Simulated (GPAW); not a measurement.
# Surface energy and work function of Nb(110) from slabs of 3 to 12 layers (RPBE)

How do energy and work function of Nb(110) films settle with thickness, and what surface energy follows?

How it was computed: GPAW 26.7.0, plane waves at 450 eV with PAW setups; symmetric 1×1 slabs cut at the tabulated lattice constant (two decimals; low-temperature values for the alkali metals), atoms at bulk places, 7.5 Å of vacuum on each side, one in-plane mesh for all thicknesses, Fermi-Dirac smearing of 0.1 eV. Energies are extrapolated to zero smearing and count from the program's reference atoms. Functional RPBE. The cell's area is 7.700 Å².

What came out, but for one run:

```
layers  energy (eV)  work function (eV)
     3     −27.5995                4.43
     4     −37.4322                4.41
     5     −47.2523                4.42
     6     −57.0790                4.42
     7     −66.9136                4.41
     8     −76.7432                4.41
     9     −86.5599                4.41
    10     −96.3897                4.41
    11    −106.2188                4.40
    12            ?                   ?
```

Q: What surface energy do these runs give, and what energy and work function should the 12-layer slab have?

Worked answer. A slab of n layers has E(n) = nε + 2Aγ once its middle is bulk-like. A line through n = 6 to 11 has the slope ε = −9.8270 eV a layer and the intercept 2Aγ = 1.8786 eV (r.m.s. residual 3.8 meV). So γ = 1.8786 / (2 × 7.700 Å²) = 0.1220 eV/Å² = 1.95 J/m², with a standard error of about 0.01 J/m² from the scatter about the line. For 12 layers: 1.8786 + 12 × (−9.8270) = −116.045 eV; the run gives −116.043 eV, 2.5 meV over the line. The work function has no such law: from 6 to 11 layers it moves between 4.40 and 4.42 eV (mean 4.41), and the 12-layer slab gives 4.41 eV. The thinnest slab, 3 layers, lies +0.02 eV from that mean. The measured value for this face is 4.63 eV (“Anisotropic work function of elemental crystals” (2019, arxiv:1902.07811)); the unrelaxed 12-layer slab lies 0.22 eV under it.

Caveats: The surfaces are unrelaxed, so γ is an upper bound for this functional and lattice constant. The tabulated lattice constant isn't the functional's own, which strains the slab a little.

[Logs are printed without paths, hosts, clocks, repeated set-up lines and the standing remarks that a program may print on its own settings, such as how far it seeks lower states.]
